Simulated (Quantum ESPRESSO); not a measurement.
**The states of the two spins in Fe**

Where do the states of the two spins of Fe lie?

Method: PBE; plane waves with GBRV 1.5 PBE potentials, no spin-orbit coupling, in Quantum ESPRESSO 7.5.

The database entry behind the starting cell differs from later determinations by our own check (an axis about 0.7 % long against later determinations), so it need not match the best structure at ambient conditions.

## (1) Starting point

It takes space group Im-3m (No. 229, cubic). The conventional cell has a = 2.886 Å, b = 2.886 Å, c = 2.886 Å, α = 90.00°, β = 90.00°, γ = 90.00°. Fe has 8 Fe at 2.50 Å nearest.

The cell comes from the Crystallography Open Database.

## (2) Ground-state run

This state came out lowest in a comparison of starts that is told elsewhere.

pw.in

```
&CONTROL
  calculation = 'scf'
  prefix = 'pwscf'
  outdir = './tmp'
  pseudo_dir = './pseudo'
  disk_io = 'low'
  tprnfor = .true.
  tstress = .true.
/
&SYSTEM
  ibrav = 0
  celldm(1) = 8
  nat = 1
  ntyp = 1
  ecutwfc = 40
  ecutrho = 280
  nbnd = 19
  occupations = 'smearing'
  smearing = 'fd'
  degauss = 0.0110248
  nspin = 2
  starting_magnetization(1) = 0.175
/
&ELECTRONS
  conv_thr = 2d-09
  electron_maxstep = 150
  mixing_beta = 0.3
/
ATOMIC_SPECIES
Fe     55.8450 fe_pbe_v1.5.uspp.F.UPF
CELL_PARAMETERS alat
  -0.3408593497294    0.3408593497294    0.3408593497294
   0.3408593497294   -0.3408593497294    0.3408593497294
   0.3408593497294    0.3408593497294   -0.3408593497294
ATOMIC_POSITIONS crystal
Fe      0.0000000000    0.0000000000    0.0000000000
K_POINTS automatic
22 22 22 0 0 0
```

The run is started by

```sh
> OMP_NUM_THREADS=1 mpirun -n 2 pw.x -nk 2 -in pw.in > pw.out
```

Output:

```text
Program PWSCF v.7.5 starts

     Message from routine setup:
     using ibrav=0 with symmetry is DISCOURAGED, use correct ibrav instead

     K-points division:     npool     =       2
     Subspace diagonalization in iterative solution of the eigenvalue problem:

     bravais-lattice index     =            0
     lattice parameter (alat)  =       8.0000  a.u.
     unit-cell volume          =      81.1065 (a.u.)^3
     number of atoms/cell      =            1
     number of atomic types    =            1
     number of electrons       =        16.00
     number of Kohn-Sham states=           19
     kinetic-energy cutoff     =      40.0000  Ry
     charge density cutoff     =     280.0000  Ry
     scf convergence threshold =      2.0E-09
     mixing beta               =       0.3000
     number of iterations used =            8  plain     mixing
     Exchange-correlation=  SLA  PW   PBX  PBC
                           (   1   4   3   4   0   0   0)

     celldm(1)=   8.000000  celldm(2)=   0.000000  celldm(3)=   0.000000
     celldm(4)=   0.000000  celldm(5)=   0.000000  celldm(6)=   0.000000

     crystal axes: (cart. coord. in units of alat)
               a(1) = (  -0.340859   0.340859   0.340859 )
               a(2) = (   0.340859  -0.340859   0.340859 )
               a(3) = (   0.340859   0.340859  -0.340859 )

     reciprocal axes: (cart. coord. in units 2 pi/alat)
               b(1) = (  0.000000  1.466881  1.466881 )
               b(2) = (  1.466881  0.000000  1.466881 )
               b(3) = (  1.466881  1.466881  0.000000 )

     PseudoPot. # 1 for Fe read from file:
     fe_pbe_v1.5.uspp.F.UPF
     Pseudo is Ultrasoft + core correction, Zval = 16.0

     atomic species   valence    mass     pseudopotential
     Fe               16.00    55.84500     Fe( 1.00)

     Starting magnetic structure
     atomic species   magnetization
     Fe              0.175

     48 Sym. Ops., with inversion, found

   Cartesian axes

     site n.     atom                  positions (alat units)
         1        Fe     tau(   1) = (   0.0000000   0.0000000   0.0000000  )

     number of k points=   328  Fermi-Dirac smearing, width (Ry)=  0.0110

     Number of k-points >= 100: set verbosity='high' to print them.

     Dense  grid:     6459 G-vectors     FFT dimensions: (  25,  25,  25)

     Smooth grid:     2779 G-vectors     FFT dimensions: (  20,  20,  20)

     Check: negative core charge=   -0.000065
     Generating pointlists ...
     new r_m :   0.2435 (alat units)  1.9483 (a.u.) for type    1

     Initial potential from superposition of free atoms

     starting charge      15.0000, renormalised to      16.0000
     Starting wfcs are   13 randomized atomic wfcs +    6 random wfcs

     Self-consistent Calculation

     iteration #  1     ecut=    40.00 Ry     beta= 0.30
     Davidson diagonalization with overlap
     ethr =  1.00E-02,  avg # of iterations =  5.1

     total energy              =    -249.84074555 Ry
     estimated scf accuracy    <       2.43119297 Ry

     total magnetization       =     1.96 Bohr mag/cell
     absolute magnetization    =     1.97 Bohr mag/cell

     iteration #  2     ecut=    40.00 Ry     beta= 0.30
     Davidson diagonalization with overlap
     ethr =  1.00E-02,  avg # of iterations =  1.7

     total energy              =    -250.33309375 Ry
     estimated scf accuracy    <       0.06305306 Ry

     total magnetization       =     2.48 Bohr mag/cell
     absolute magnetization    =     2.51 Bohr mag/cell

     [... further iterations left out ...]

     iteration # 10     ecut=    40.00 Ry     beta= 0.30
     Davidson diagonalization with overlap
     ethr =  5.31E-09,  avg # of iterations =  1.0

     total energy              =    -250.34833543 Ry
     estimated scf accuracy    <       0.00000002 Ry

     total magnetization       =     2.36 Bohr mag/cell
     absolute magnetization    =     2.50 Bohr mag/cell

     iteration # 11     ecut=    40.00 Ry     beta= 0.30
     Davidson diagonalization with overlap
     ethr =  1.00E-10,  avg # of iterations =  1.7

     Magnetic moment per site  (integrated on atomic sphere of radius R)
     atom   1 (R=0.244)  charge= 14.4325  magn=  2.4196

     End of self-consistent calculation

     Number of k-points >= 100: set verbosity='high' to print the bands.

     the Fermi energy is    17.0159 ev

!    total energy              =    -250.34833547 Ry
     estimated scf accuracy    <          1.8E-09 Ry
     smearing contrib. (-TS)   =      -0.00555222 Ry
     internal energy E=F+TS    =    -250.34278325 Ry

     The total energy is F=E-TS. E is the sum of the following terms:
     one-electron contribution =    -118.54915075 Ry
     hartree contribution      =      68.23743321 Ry
     xc contribution           =     -29.20478431 Ry
     ewald contribution        =    -170.82628139 Ry

     total magnetization       =     2.36 Bohr mag/cell
     absolute magnetization    =     2.50 Bohr mag/cell

     convergence has been achieved in  11 iterations

     Forces acting on atoms (cartesian axes, Ry/au):

     atom    1 type  1   force =     0.00000000    0.00000000    0.00000000

     Total force =     0.000000     Total SCF correction =     0.000000

     Computing stress (Cartesian axis) and pressure

          total   stress  (Ry/bohr**3)                   (kbar)     P=      -71.71
  -0.00048744   0.00000000   0.00000000          -71.71        0.00        0.00
   0.00000000  -0.00048744   0.00000000            0.00      -71.71        0.00
   0.00000000   0.00000000  -0.00048744            0.00        0.00      -71.71

=------------------------------------------------------------------------------=
   JOB DONE.
=------------------------------------------------------------------------------=
```

The job ended after 25 s (2 MPI ranks of Arm Neoverse V1, shared host; peak memory 0.18 GiB).

Spin moment in the atom's sphere by atom:

```csv
atom,spin moment in the atom's sphere (μB)
Fe1,2.42
```

This step gave:

```yaml
smearing_term_ts: 0.07554 eV
pressure: -7.170 GPa
magnetization: 2.36 μB
absolute_magnetization: 2.498 μB
final_state: ferromagnetic
```

## (3) Projected density of states

projwfc.in

```
&PROJWFC
  prefix = 'pwscf'
  outdir = './tmp'
  filpdos = 'pdos'
  ngauss = 0
  degauss = 0.01
  DeltaE = 0.05
  Emin = 8.02
  Emax = 22.02
/
```

The run is started by

```sh
> OMP_NUM_THREADS=1 mpirun -n 2 projwfc.x -nk 2 -in projwfc.in > projwfc.out
```

Output:

```text
[banner, memory and clock lines left out]
Program PROJWFC v.7.5 starts

     [... lines left out ...]
     IMPORTANT: XC functional enforced from input :
     Exchange-correlation= PBE
                           (   1   4   3   4   0   0   0)
     Any further DFT definition will be discarded
     Please, verify this is what you really want

     G-vector sticks info

     Check: negative core charge=   -0.000065

     Gaussian broadening (read from input): ngauss,degauss=   0    0.010000

     Calling projwave ....

  Problem Sizes
  natomwfc =           13
  nbnd     =           19
  nkstot   =          656
  npwx     =          370
  nkb      =           18

     Atomic states used for projection
     (read from pseudopotential files):

     state #   1: atom   1 (Fe ), wfc  1 (l=0 m= 1)
     state #   2: atom   1 (Fe ), wfc  2 (l=1 m= 1)
     state #   3: atom   1 (Fe ), wfc  2 (l=1 m= 2)
     state #   4: atom   1 (Fe ), wfc  2 (l=1 m= 3)
     state #   5: atom   1 (Fe ), wfc  3 (l=2 m= 1)
     state #   6: atom   1 (Fe ), wfc  3 (l=2 m= 2)
     state #   7: atom   1 (Fe ), wfc  3 (l=2 m= 3)
     state #   8: atom   1 (Fe ), wfc  3 (l=2 m= 4)
     state #   9: atom   1 (Fe ), wfc  3 (l=2 m= 5)
     state #  10: atom   1 (Fe ), wfc  4 (l=0 m= 1)
     state #  11: atom   1 (Fe ), wfc  5 (l=1 m= 1)
     state #  12: atom   1 (Fe ), wfc  5 (l=1 m= 2)
     state #  13: atom   1 (Fe ), wfc  5 (l=1 m= 3)

 [... projections of the bands left out ...]

Lowdin Charges:

     Atom #   1: total charge =  15.9346, s =  2.4061, p =  7.1798, d =  6.3487,
                 spin up      =   9.1538, s =  1.1924,
                 spin up      =   9.1538, p =  3.5203, pz=  1.1734, px=  1.1734, py=  1.1734,
                 spin up      =   9.1538, d =  4.4411, dz2=  0.9229, dxz=  0.8651, dyz=  0.8651, dx2-y2=  0.9229, dxy=  0.8651,
                 spin down    =   6.7808, s =  1.2136,
                 spin down    =   6.7808, p =  3.6595, pz=  1.2198, px=  1.2198, py=  1.2198,
                 spin down    =   6.7808, d =  1.9076, dz2=  0.2766, dxz=  0.4515, dyz=  0.4515, dx2-y2=  0.2766, dxy=  0.4515,
                 polarization =   2.3730, s = -0.0212, p = -0.1392, d =  2.5335,
     Spilling Parameter:   0.0041
```

Run time: 2.1 s. Hardware: 2 MPI ranks; peak memory 0.12 GiB.

The density of states has structure finer than the step of the table below, so its rows give means over 0.5 eV, whole bins alone (the curve runs from -9.00 to 5.05 eV). Peaks (eV: height): up -4.05: 0.977, -3.20: 1.59, -2.55: 1.57, -1.05: 2.52; down -2.40: 0.623, -1.25: 1.35, 2.00: 2.5; Fe1 d up -4.00: 0.744, -3.20: 1.45, -2.55: 1.37, -1.00: 2.48; Fe1 d down -1.25: 1.11, 2.00: 2.46.

Gaussian broadening of 0.136 eV on the SCF mesh. The density of states by energy, zero at the Fermi level; means over each step; values in states/eV/cell:

```csv
energy (eV),up,down,Fe1 d up,Fe1 d down
-8.5,5.8e-4,2.3e-5,0,0
-8.0,0.0163,0.00925,4.6e-6,0
-7.5,0.0328,0.0272,1.6e-4,4.4e-5
-7.0,0.0458,0.0389,6.6e-4,2.1e-4
-6.5,0.0587,0.0502,0.00201,6.4e-4
-6.0,0.0740,0.0624,0.00515,0.00156
-5.5,0.101,0.0784,0.0139,0.00353
-5.0,0.190,0.0884,0.0645,0.00664
-4.5,0.557,0.109,0.357,0.0135
-4.0,0.855,0.148,0.649,0.0300
-3.5,0.779,0.249,0.681,0.0917
-3.0,1.30,0.357,1.18,0.179
-2.5,1.31,0.533,1.14,0.347
-2.0,0.526,0.422,0.449,0.312
-1.5,1.13,0.916,1.07,0.735
-1.0,2.16,1.25,2.12,1.02
-0.5,0.939,1.08,0.889,0.891
0.0,0.510,0.416,0.468,0.346
0.5,0.156,0.293,0.103,0.269
1.0,0.165,0.733,0.0952,0.704
1.5,0.140,1.31,0.0673,1.28
2.0,0.143,1.86,0.0625,1.82
2.5,0.130,0.654,0.0517,0.619
3.0,0.117,0.243,0.0412,0.198
3.5,0.112,0.189,0.0358,0.134
4.0,0.100,0.165,0.0303,0.105
4.5,0.0880,0.159,0.0222,0.0929
```

## (4) Summary of results

| Property | Result |
| --- | --- |
| state | ferromagnetic |
| largest moment in a sphere | 2.42 μB |

The most distinct maxima of the density of states (up) lie at -4.05, -3.20, -2.55 and -1.05 eV, the highest at -1.05 eV. These are Kohn–Sham states without spin–orbit coupling, on the mesh of the self-consistent run. Energies are free energies at an electronic temperature of 1740 K, which lowers moments and differences where the moments are itinerant.

[Logs and program files are shortened in this print: banners, set-up blocks, solver, clock and traceback lines can be left out without a mark of their own.]

[Logs are printed without paths, hosts, clocks, repeated set-up lines and the standing remarks that a program may print on its own settings, such as how far it seeks lower states.]

[Hosts, paths, dates, database ids (printed as entryN), source tags and the programs' standing remarks are cut or masked in the printed files.]

[Where a cell is said to come from a database of computed structures, the database is the Materials Project.]
